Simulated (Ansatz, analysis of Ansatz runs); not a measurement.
## A hop of Mg in MgH2 (Pbcn), charge +2

Wanted: path and barrier of a jump of Mg in MgH2 (Pbcn) at charge +2. The case: Mg_i by the interstitialcy path, in a cell of 48 host atoms with 1 Mg put in.

Method: plane-wave PAW DFT, r2SCAN; nudged elastic band between two relaxed defect structures at fixed charge in a uniform background, in Ansatz 0.2.0.

## 1. Starting point

The cell holds 49 atoms: 17 Mg and 32 H. Its edges and angles: a = 8.559 Å, b = 8.559 Å, c = 8.559 Å, α = 116.9°, β = 101.7°, γ = 110.1°. It derives from MgH2 (space group Pbcn). Nearest the centre at fractional (0.801, 0.250, 0.301): Mg3 at 1.12 Å, Mg49 at 1.13 Å, H27 at 1.56 Å, H33 at 1.62 Å, H19 at 1.63 Å, H23 at 2.65 Å, H48 at 2.68 Å, H31 at 2.69 Å. The cell carries charge +2.

The cell's shortest repeat is 8.6 Å.

## 2. Relaxation of the start point, charge +2

The ends come first: from an unrelaxed start the top is counted from too high an energy, and the barrier comes out too low. Small random displacements break the symmetry of the ideal sites, so that the defect can distort if it gains by it. The charge of +2 is set by the electron count, and a uniform background keeps the cell neutral.

Contents of qp2.start/input.yaml:

```yaml
crystal:
  lattice:
    - [-4.47819636, 5.4013991, 4.90197395]
    - [4.47819636, -5.4013991, 4.90197395]
    - [4.47819636, 5.4013991, -4.90197395]
  atoms:
    - { symbol: Mg, position: [0.29202377, 0.125, 0.66702377] }
    - { symbol: Mg, position: [0.29202377, 0.625, 0.16702377] }
    - { symbol: Mg, position: [0.79202377, 0.125, 0.16702377] }
    - { symbol: Mg, position: [0.79202377, 0.625, 0.66702377] }
    - { symbol: Mg, position: [0.45797623, 0.125, 0.33297623] }
    - { symbol: Mg, position: [0.45797623, 0.625, 0.83297623] }
    - { symbol: Mg, position: [0.95797623, 0.125, 0.83297623] }
    - { symbol: Mg, position: [0.95797623, 0.625, 0.33297623] }
    - { symbol: Mg, position: [0.20797623, 0.375, 0.33297623] }
    - { symbol: Mg, position: [0.20797623, 0.875, 0.83297623] }
    - { symbol: Mg, position: [0.70797623, 0.375, 0.83297623] }
    - { symbol: Mg, position: [0.70797623, 0.875, 0.33297623] }
    - { symbol: Mg, position: [0.04202377, 0.375, 0.66702377] }
    - { symbol: Mg, position: [0.04202377, 0.875, 0.16702377] }
    - { symbol: Mg, position: [0.54202377, 0.375, 0.16702377] }
    - { symbol: Mg, position: [0.54202377, 0.875, 0.66702377] }
    - { symbol: H, position: [0.15492721, 0.07388616, 0.8090354] }
    - { symbol: H, position: [0.15492721, 0.57388616, 0.3090354] }
    - { symbol: H, position: [0.65492721, 0.07388616, 0.3090354] }
    - { symbol: H, position: [0.65492721, 0.57388616, 0.8090354] }
    - { symbol: H, position: [0.09507279, 0.40410818, 0.91895895] }
    - { symbol: H, position: [0.09507279, 0.90410818, 0.41895895] }
    - { symbol: H, position: [0.59507279, 0.40410818, 0.41895895] }
    - { symbol: H, position: [0.59507279, 0.90410818, 0.91895895] }
    - { symbol: H, position: [0.26485077, 0.34589182, 0.6909646] }
    - { symbol: H, position: [0.26485077, 0.84589182, 0.1909646] }
    - { symbol: H, position: [0.76485077, 0.34589182, 0.1909646] }
    - { symbol: H, position: [0.76485077, 0.84589182, 0.6909646] }
    - { symbol: H, position: [0.48514923, 0.17611384, 0.58104105] }
    - { symbol: H, position: [0.48514923, 0.67611384, 0.08104105] }
    - { symbol: H, position: [0.98514923, 0.17611384, 0.08104105] }
    - { symbol: H, position: [0.98514923, 0.67611384, 0.58104105] }
    - { symbol: H, position: [0.01485077, 0.32388616, 0.41895895] }
    - { symbol: H, position: [0.01485077, 0.82388616, 0.91895895] }
    - { symbol: H, position: [0.51485077, 0.32388616, 0.91895895] }
    - { symbol: H, position: [0.51485077, 0.82388616, 0.41895895] }
    - { symbol: H, position: [0.23514923, 0.15410818, 0.3090354] }
    - { symbol: H, position: [0.23514923, 0.65410818, 0.8090354] }
    - { symbol: H, position: [0.73514923, 0.15410818, 0.8090354] }
    - { symbol: H, position: [0.73514923, 0.65410818, 0.3090354] }
    - { symbol: H, position: [0.40492721, 0.09589182, 0.08104105] }
    - { symbol: H, position: [0.40492721, 0.59589182, 0.58104105] }
    - { symbol: H, position: [0.90492721, 0.09589182, 0.58104105] }
    - { symbol: H, position: [0.90492721, 0.59589182, 0.08104105] }
    - { symbol: H, position: [0.34507279, 0.42611384, 0.1909646] }
    - { symbol: H, position: [0.34507279, 0.92611384, 0.6909646] }
    - { symbol: H, position: [0.84507279, 0.42611384, 0.6909646] }
    - { symbol: H, position: [0.84507279, 0.92611384, 0.1909646] }
    - { symbol: Mg, position: [0.81216, 0.375, 0.43716] }
total_charge: 2
basis:
  ecutwfc: 500
  xc_grid: 2
hamiltonian:
  xc: r2scan
kpoints:
  mp_grid: { grid: [1, 1, 1] }
scf:
  occupations: { method: fixed }
  max_iter: 80
output:
  forces: true
relax:
  f_tol: 0.02
  max_steps: 70
  random_displacement: { amplitude: 0.03, seed: 3916 }
```

Launch:

```bash
> ansatz run input.yaml --threads 4 --pin off --max-ram 7536MiB --backend cpu --events-out ev --progress --plain --runs-dir out
```

Numbers of over 12 decimals in the logs are rounded to 6 here.

Output:

```text
[... repeated set-up lines and file paths are left out, and long positions are rounded to six places ...]
The last accepted step is kept in <dir> (removed where the run ends without a failure and the disk answers)
Engine: ansatz 0.2.0, x86_64-unknown-linux-gnu
Pseudopotentials: kind: paw
Pseudopotential: Mg, paw, valence charge 10, recommended cutoff 500 eV (meta_gga), Mg.paw.azcp
Pseudopotential: H, paw, valence charge 1, recommended cutoff 500 eV (meta_gga), H.paw.azcp
Functional definition: r2SCAN
  parameter k0 = 0.174
  parameter k1 = 0.065
  parameter a1 = 4.9479
  exchange = r2scan_x(k0 = k0, k1 = k1, a1 = a1)
  correlation = r2scan_c
Crystal: 49 atoms, lattice volume = 474.286 Å³
Basis set: ecut = 500 eV, 12067 PW (Γ), exchange–correlation on 128×128×128 points (8 copies of the dense FFT grid, shifted against one another)
Bands: 149, of which v1, the nominal top of the filled ones, is band 100 counted from 1 (99 counted from 0)
Symmetry: 1 space group operations
k-points: 1
Non-local potential: Mg, projectors of the file, l = 0: 3, l = 1: 2, l = 2: 1
Non-local potential: H, projectors of the file, l = 0: 2, l = 1: 1
PAW form: soft (Blöchl's): semilocal exchange-correlation on the pseudo side does not see the compensation charge
PAW frozen core: Mg, regenerated for the run's functional (the file was generated under x = pbe(κ = 0.804, μ = 0.219515), c = pbe(β = 0.066725))
PAW one-centre angular grid: Mg, 302 points (default); XC on 224 Gauss nodes
PAW one-centre angular grid: H, 302 points (default); XC on 160 Gauss nodes
Initial density: superposition of atomic densities (neutral atoms scaled as one to the charged cell's electrons: chi_scale 0, normalization atom), corrected by the library's trained network
Initial wavefunctions: pseudopotential atomic-orbital guess
Functional: x = r2scan, c = r2scan; τ floored in thin density (d = 2e-4 eV/Å³)
SCF iter   1: F=—  HF=-33275.543335 eV  |F-HF|=—  |Δ(HF+E_count)|=         —  Δρ=2.94e-2  dr2=2.31e0  dr2_τ=6.99e-2  ethr=1.77e-3  ⟨swp⟩=6.0  Hψ=441  notcnv=0  defer=44
preconditioner: auto → Resta (q_TF=auto, 2.363 Å⁻¹)  ε∞=2.4  [insulator: Δε(μ)=3.528 eV  Ē_g=11.659 eV  n_scr=112 (ndim 8)  ℏωp=13.6 eV  f_vac=0.000  ε∞_Penn≈2.4]
SCF iter   2: F=—  HF=-33275.378646 eV  |F-HF|=—  |Δ(HF+E_count)|=   1.65e-1  Δρ=1.28e-2  dr2=5.47e-1  dr2_τ=1.01e-2  ethr=1.15e-3  ⟨swp⟩=3.0  Hψ=264  notcnv=0  defer=42
SCF iter   3: F=—  HF=-33275.362779 eV  |F-HF|=—  |Δ(HF+E_count)|=   1.59e-2  Δρ=2.09e-3  dr2=2.12e-2  dr2_τ=4.55e-4  ethr=2.73e-4  ⟨swp⟩=3.0  Hψ=194  notcnv=0  defer=24
automatic band count: iteration 3 solves 126 bands in place of 149: the levels show a gap, and the empty bands left out lie too high to hold charge; the band table lists the bands solved (type scf.n_extra_bands for more)
SCF iter   4: F=—  HF=-33275.372485 eV  |F-HF|=—  |Δ(HF+E_count)|=   9.71e-3  Δρ=3.53e-4  dr2=4.22e-4  dr2_τ=1.24e-5  ethr=1.06e-5  ⟨swp⟩=2.0  Hψ=192  notcnv=0  defer=24
SCF iter   5: F=—  HF=-33275.373157 eV  |F-HF|=—  |Δ(HF+E_count)|=   6.72e-4  Δρ=7.36e-5  dr2=1.50e-5  dr2_τ=6.87e-7  ethr=2.11e-7  ⟨swp⟩=2.0  Hψ=228  notcnv=0  defer=24
SCF iter   6: F=-33275.373165 eV  HF=-33275.373164 eV  |F-HF|=8.53e-7  |Δ(HF+E_count)|=   7.31e-6  Δρ=1.44e-5  dr2=7.56e-7  dr2_τ=2.12e-8  ethr=5.00e-9  ⟨swp⟩=4.0  Hψ=429  notcnv=0
SCF 1 converged in 6 iterations: F = -33275.373165 eV  dr2 = 7.56e-7
  greatest PAW one-centre occupation: 1.000 electrons in one spin orbital (limit 2), on the Mg atom at site 48 (counted from 0), in its partial waves of l = 0
relax step   1: F+E_penalty+E_count = -33275.37316496 eV  Δ(F+E_penalty+E_count) = +0.000e0 eV  max|allowed force component| = 5.231e0 eV/Å  Δτ_max = 0.0000 Å  (6 SCF iters, dr2 threshold 1.00e-5 eV, accepted)
[... the SCF cycles and remarks between the steps are left out from here to the last step ...]
relax step   2: F+E_penalty+E_count = -33278.26243099 eV  Δ(F+E_penalty+E_count) = -2.889e0 eV  max|allowed force component| = 1.735e0 eV/Å  Δτ_max = 0.1986 Å  (6 SCF iters, dr2 threshold 1.00e-4 eV, accepted)
relax step   3: F+E_penalty+E_count = -33278.81527057 eV  Δ(F+E_penalty+E_count) = -5.528e-1 eV  max|allowed force component| = 2.540e-1 eV/Å  Δτ_max = 0.2000 Å  (6 SCF iters, dr2 threshold 1.00e-4 eV, accepted)
relax step   4: F+E_penalty+E_count = -33278.83987012 eV  Δ(F+E_penalty+E_count) = -2.460e-2 eV  max|allowed force component| = 2.297e-2 eV/Å  Δτ_max = 0.0632 Å  (5 SCF iters, dr2 threshold 4.03e-6 eV, accepted)
SCF iter   1: F=—  HF=-33278.839575 eV  |F-HF|=—  |Δ(HF+E_count)|=         —  Δρ=8.03e-4  dr2=2.33e-3  dr2_τ=1.48e-3  ethr=1.08e-5  ⟨swp⟩=4.0  Hψ=199  notcnv=0  defer=24
automatic band count: iteration 1 solves 126 bands in place of 149: the levels show a gap, and the empty bands left out lie too high to hold charge; the band table lists the bands solved (type scf.n_extra_bands for more)
SCF iter   2: F=—  HF=-33278.840688 eV  |F-HF|=—  |Δ(HF+E_count)|=   1.11e-3  Δρ=4.65e-4  dr2=8.27e-4  dr2_τ=1.01e-5  ethr=1.16e-6  ⟨swp⟩=2.0  Hψ=235  notcnv=0  defer=24
SCF iter   3: F=—  HF=-33278.840588 eV  |F-HF|=—  |Δ(HF+E_count)|=   1.00e-4  Δρ=4.51e-5  dr2=4.16e-6  dr2_τ=5.20e-7  ethr=4.13e-7  ⟨swp⟩=2.0  Hψ=138  notcnv=0  defer=22
SCF iter   4: F=—  HF=-33278.840831 eV  |F-HF|=—  |Δ(HF+E_count)|=   2.44e-4  Δρ=1.38e-5  dr2=7.35e-7  dr2_τ=2.06e-8  ethr=2.08e-9  ⟨swp⟩=2.0  Hψ=206  notcnv=0  defer=20
SCF iter   5: F=-33278.840832 eV  HF=-33278.840832 eV  |F-HF|=5.07e-8  |Δ(HF+E_count)|=   7.26e-7  Δρ=4.08e-6  dr2=7.12e-8  dr2_τ=1.53e-9  ethr=5.00e-11  ⟨swp⟩=3.0  Hψ=378  notcnv=0
SCF 5 converged in 5 iterations: F = -33278.840832 eV  dr2 = 7.12e-8
relax step   5: F+E_penalty+E_count = -33278.84083216 eV  Δ(F+E_penalty+E_count) = -9.620e-4 eV  max|allowed force component| = 1.928e-3 eV/Å  Δτ_max = 0.0122 Å  (5 SCF iters, accepted)
SCF converged after 5 iterations
the last check of whether an eigenvalue changes by more than its tolerance under the output density was not made (final_scf_spared)
Free energy (F): -33278.840832 eV
Harris-Foulkes:  -33278.840832 eV  (|F-HF|=5.07e-8)
Internal energy: -33278.840832 eV  (E = F + TS)
E sigma→0 (E₀):  -33278.840832 eV
Fermi energy:    2.330031 eV
--- Per-component energies (eV) ---
  E_band       = -6512.416153
  E_kinetic    = 1742.388550
  E_local      = -28825.846887  (includes V_loc(G=0)·N_el)
  E_nonlocal   = 1668.918471
  E_hartree    = 10338.660281
  E_xc         = -756.636428
  E_vxc        = -1074.941892  (∫ρ·V_xc dr)
  E_paw        = -5053.238184  (= ΣΔE_a)
  E_vpaw       = -758.830538  (= ΣTr[D̂ρ^β])
  E_aug_tail   = -0.014830  (compensation charges beyond the density's cutoff)
  E_vtau       = 58.588743  (kinetic-family band-sum trace: ∫τ·v_τ [+ j·A + Jᵃ·Aᵃ] dr)
  E_ewald      = -12392.626267
  E_core_change = -0.445539  (= ΣΔE_core)
  E_smearing   = -0.000000  (= −TS)
  E_closure    = -0.000000  (closes the sum)
  E_deformation_potential = 21.653722  (in the stress; not in F)
  Σ components = -33278.840832   (vs F -33278.840832, Δ=0.00e0)
--- Forces (eV/Å), atoms counted from 1 ---
  atom   1  Mg    -0.00103966    -0.00088152    -0.00067330
  atom   2  Mg     0.00085399    -0.00089724     0.00091857
  atom   3  Mg    -0.00192891    -0.00069882    -0.00049831
  [... 9 atoms left out ...]
  atom  13  Mg     0.00002762     0.00139570    -0.00012799
  [... 5 atoms left out ...]
  atom  19  H      0.00108838     0.00018150    -0.00007110
  [... 3 atoms left out ...]
  atom  23  H     -0.00026546    -0.00103907     0.00001423
  atom  24  H     -0.00008886     0.00069113     0.00040516
  [... 2 atoms left out ...]
  atom  27  H      0.00145829    -0.00086965     0.00001544
  [... 3 atoms left out ...]
  atom  31  H     -0.00020474     0.00129916     0.00020009
  [... 1 atom left out ...]
  atom  33  H      0.00083479    -0.00095479    -0.00108355
  [... 14 atoms left out ...]
  atom  48  H      0.00035480     0.00122447    -0.00058471
  atom  49  Mg    -0.00095199    -0.00189196    -0.00032163
  max |Σ_I F_I| component: 6.60e-4 eV/Å
--- Relaxed structure (5 steps of the walk, 5 accepted, 0 SCFs on fresh bases) ---
  F+E_penalty+E_count = -33278.84083216 eV   max|allowed force component| = 1.928e-3 eV/Å
  atoms:
    - { symbol: Mg, position: [0.293168, 0.118788, 0.665154] }
    - { symbol: Mg, position: [0.296639, 0.631142, 0.174035] }
    - { symbol: Mg, position: [0.783963, 0.084052, 0.112555] }
    [... 9 atoms left out ...]
    - { symbol: Mg, position: [0.071571, 0.374953, 0.696252] }
    [... 5 atoms left out ...]
    - { symbol: H, position: [0.660821, 0.091984, 0.304160] }
    [... 3 atoms left out ...]
    - { symbol: H, position: [0.614424, 0.409768, 0.434128] }
    - { symbol: H, position: [0.577464, 0.888319, 0.897388] }
    [... 2 atoms left out ...]
    - { symbol: H, position: [0.774647, 0.340148, 0.204283] }
    [... 3 atoms left out ...]
    - { symbol: H, position: [0.995435, 0.175780, 0.082142] }
    [... 1 atom left out ...]
    - { symbol: H, position: [0.010963, 0.320158, 0.431494] }
    [... 14 atoms left out ...]
    - { symbol: H, position: [0.837362, 0.919370, 0.179393] }
    - { symbol: Mg, position: [0.819981, 0.374981, 0.444665] }
```

Run time: 9 s. Hardware: 4 threads of INTEL XEON PLATINUM 8581C at 2.30GHz (Emerald Rapids), shared host; peak memory 0.74 GiB; 32 s of CPU time.

Step by step:

```tsv
step	energy less that of the first step (eV)	largest force component (eV/Å)
1	0.0000	5.2308
2	-2.8893	1.7348
3	-3.4421	0.2540
4	-3.4667	0.0230
5	-3.4677	0.0019
```

The atoms that moved most (Å, from the sites as typed, ahead of the random displacement, the mean shift of all atoms taken out):

```tsv
atom	dx	dy	dz	length
Mg4	0.390	-0.117	-0.025	0.408
Mg3	-0.390	-0.117	0.025	0.408
Mg13	0.000	0.317	0.000	0.317
H19	0.034	-0.093	0.140	0.172
H32	-0.034	-0.093	-0.140	0.171
H24	-0.087	-0.127	-0.059	0.165
H28	0.087	-0.127	0.059	0.165
H23	0.008	0.155	0.047	0.162
```

Neighbours of Mg49 at the end:

```tsv
atom	distance (Å)
H47	1.860
H33	1.860
H23	1.874
H27	1.874
H32	1.896
H19	1.896
Mg4	2.662
Mg3	2.662
Mg13	2.718
```

Numbers from this step:

| Item | Value |
| --- | --- |
| free energy | -33278.8408 eV |
| largest move from the ideal geometry of this structure, a common shift of the far atoms taken out | 0.4046 Å |

The relaxation gained 3.468 eV and ended with a largest force component of 0.0019 eV/Å.

## 3. Relaxation of the end point, charge +2

The end point is relaxed in the same cell and settings, so that the two energies compare.

Contents of qp2.end/input.yaml:

```yaml
crystal:
  lattice:
    - [-4.47819636, 5.4013991, 4.90197395]
    - [4.47819636, -5.4013991, 4.90197395]
    - [4.47819636, 5.4013991, -4.90197395]
  atoms:
    - { symbol: Mg, position: [0.29202377, 0.125, 0.66702377] }
    - { symbol: Mg, position: [0.29202377, 0.625, 0.16702377] }
[... 2 atom lines left out ...]
    - { symbol: Mg, position: [0.45797623, 0.125, 0.33297623] }
[... 7 atom lines left out ...]
    - { symbol: Mg, position: [0.04202377, 0.375, 0.66702377] }
[... 5 atom lines left out ...]
    - { symbol: H, position: [0.65492721, 0.07388616, 0.3090354] }
[... 3 atom lines left out ...]
    - { symbol: H, position: [0.59507279, 0.40410818, 0.41895895] }
    - { symbol: H, position: [0.59507279, 0.90410818, 0.91895895] }
[... 2 atom lines left out ...]
    - { symbol: H, position: [0.76485077, 0.34589182, 0.1909646] }
[... 3 atom lines left out ...]
    - { symbol: H, position: [0.98514923, 0.17611384, 0.08104105] }
    - { symbol: H, position: [0.98514923, 0.67611384, 0.58104105] }
    - { symbol: H, position: [0.01485077, 0.32388616, 0.41895895] }
[... 13 atom lines left out ...]
    - { symbol: H, position: [0.84507279, 0.42611384, 0.6909646] }
    - { symbol: H, position: [0.84507279, 0.92611384, 0.1909646] }
    - { symbol: Mg, position: [0.790764, 0.125, 0.165764] }
total_charge: 2
basis:
  ecutwfc: 500
  xc_grid: 2
hamiltonian:
  xc: r2scan
kpoints:
  mp_grid: { grid: [1, 1, 1] }
scf:
  occupations: { method: fixed }
  max_iter: 80
output:
  forces: true
relax:
  f_tol: 0.02
  max_steps: 70
  random_displacement: { amplitude: 0.03, seed: 3916 }
```

Output:

```text
[...]
Crystal: 49 atoms, lattice volume = 474.286 Å³
Basis set: ecut = 500 eV, 12067 PW (Γ), exchange–correlation on 128×128×128 points (8 copies of the dense FFT grid, shifted against one another)
Bands: 149, of which v1, the nominal top of the filled ones, is band 100 counted from 1 (99 counted from 0)
Symmetry: 1 space group operations
k-points: 1
[...]
SCF iter   1: F=—  HF=-33275.807945 eV  |F-HF|=—  |Δ(HF+E_count)|=         —  Δρ=2.94e-2  dr2=2.31e0  dr2_τ=6.96e-2  ethr=1.77e-3  ⟨swp⟩=5.0  Hψ=437  notcnv=0  defer=47
[...]
SCF iter   6: F=-33275.635321 eV  HF=-33275.635321 eV  |F-HF|=2.50e-8  |Δ(HF+E_count)|=   1.33e-5  Δρ=9.71e-6  dr2=2.17e-7  dr2_τ=8.06e-9  ethr=5.00e-9  ⟨swp⟩=4.0  Hψ=361  notcnv=0
SCF 1 converged in 6 iterations: F = -33275.635321 eV  dr2 = 2.17e-7
[...]
max |Σ_I F_I| component: 5.30e-4 eV/Å
--- Relaxed structure (5 steps of the walk, 5 accepted, 0 SCFs on fresh bases) ---
  F+E_penalty+E_count = -33278.84053084 eV   max|allowed force component| = 1.454e-2 eV/Å
  atoms:
    - { symbol: Mg, position: [0.296558, 0.130892, 0.673745] }
    - { symbol: Mg, position: [0.292795, 0.618492, 0.164998] }
    [... 10 atoms left out ...]
    - { symbol: Mg, position: [0.038029, 0.374663, 0.662757] }
    [... 5 atoms left out ...]
    - { symbol: H, position: [0.656136, 0.073400, 0.318586] }
    [... 3 atoms left out ...]
    - { symbol: H, position: [0.577955, 0.388267, 0.397599] }
    - { symbol: H, position: [0.614265, 0.909722, 0.934369] }
    [... 2 atoms left out ...]
    - { symbol: H, position: [0.759365, 0.361264, 0.189190] }
    [... 3 atoms left out ...]
    - { symbol: H, position: [0.962581, 0.157642, 0.068460] }
    [... 1 atom left out ...]
    - { symbol: H, position: [0.010432, 0.330892, 0.418012] }
    [... 13 atoms left out ...]
    - { symbol: H, position: [0.837188, 0.418598, 0.679090] }
    - { symbol: H, position: [0.861274, 0.929520, 0.190120] }
    - { symbol: Mg, position: [0.779153, 0.165512, 0.199686] }
[key lines of the parts left out:]
SCF converged after 6 iterations
Free energy (F): -33278.840531 eV
Fermi energy:    2.329443 eV
```

It took 8.9 s on 4 threads; peak memory 0.73 GiB; 31 s of CPU time.

Relaxation path:

```tsv
step	energy less that of the first step (eV)	largest force component (eV/Å)
1	0.0000	4.8618
2	-2.7284	1.5192
3	-3.1942	0.0502
4	-3.1942	0.0501
5	-3.2052	0.0145
```

The atoms that moved most (Å, from the sites as typed, ahead of the random displacement, the mean shift of all atoms taken out):

```tsv
atom	dx	dy	dz	length
Mg4	-0.389	-0.112	0.023	0.406
Mg49	0.387	-0.099	-0.026	0.400
Mg14	-0.001	0.315	-0.001	0.315
H31	-0.036	-0.091	-0.141	0.171
H20	0.034	-0.090	0.138	0.169
H28	-0.011	0.156	-0.048	0.163
H24	0.010	0.156	0.045	0.163
H23	-0.088	-0.123	-0.058	0.162
```

Neighbours of Mg49 at the end:

```tsv
atom	distance (Å)
H27	1.780
H19	1.832
H33	1.894
H24	2.003
H31	2.110
H48	2.330
Mg3	2.659
H41	2.799
```

Numbers from this step:

```
free energy                                                                                       : -33278.8405 eV
largest move from the ideal geometry of this structure, a common shift of the far atoms taken out : 0.4066 Å
```

The relaxation gained 3.205 eV and ended with a largest force component of 0.015 eV/Å. The end lies within 1 meV of the start.

[end of part 1 of 3]

[Logs are printed without paths, hosts, clocks, repeated set-up lines and the standing remarks that a program may print on its own settings, such as how far it seeks lower states.]

[Hosts, paths, dates, database ids (printed as entryN), source tags and the programs' standing remarks are cut or masked in the printed files.]
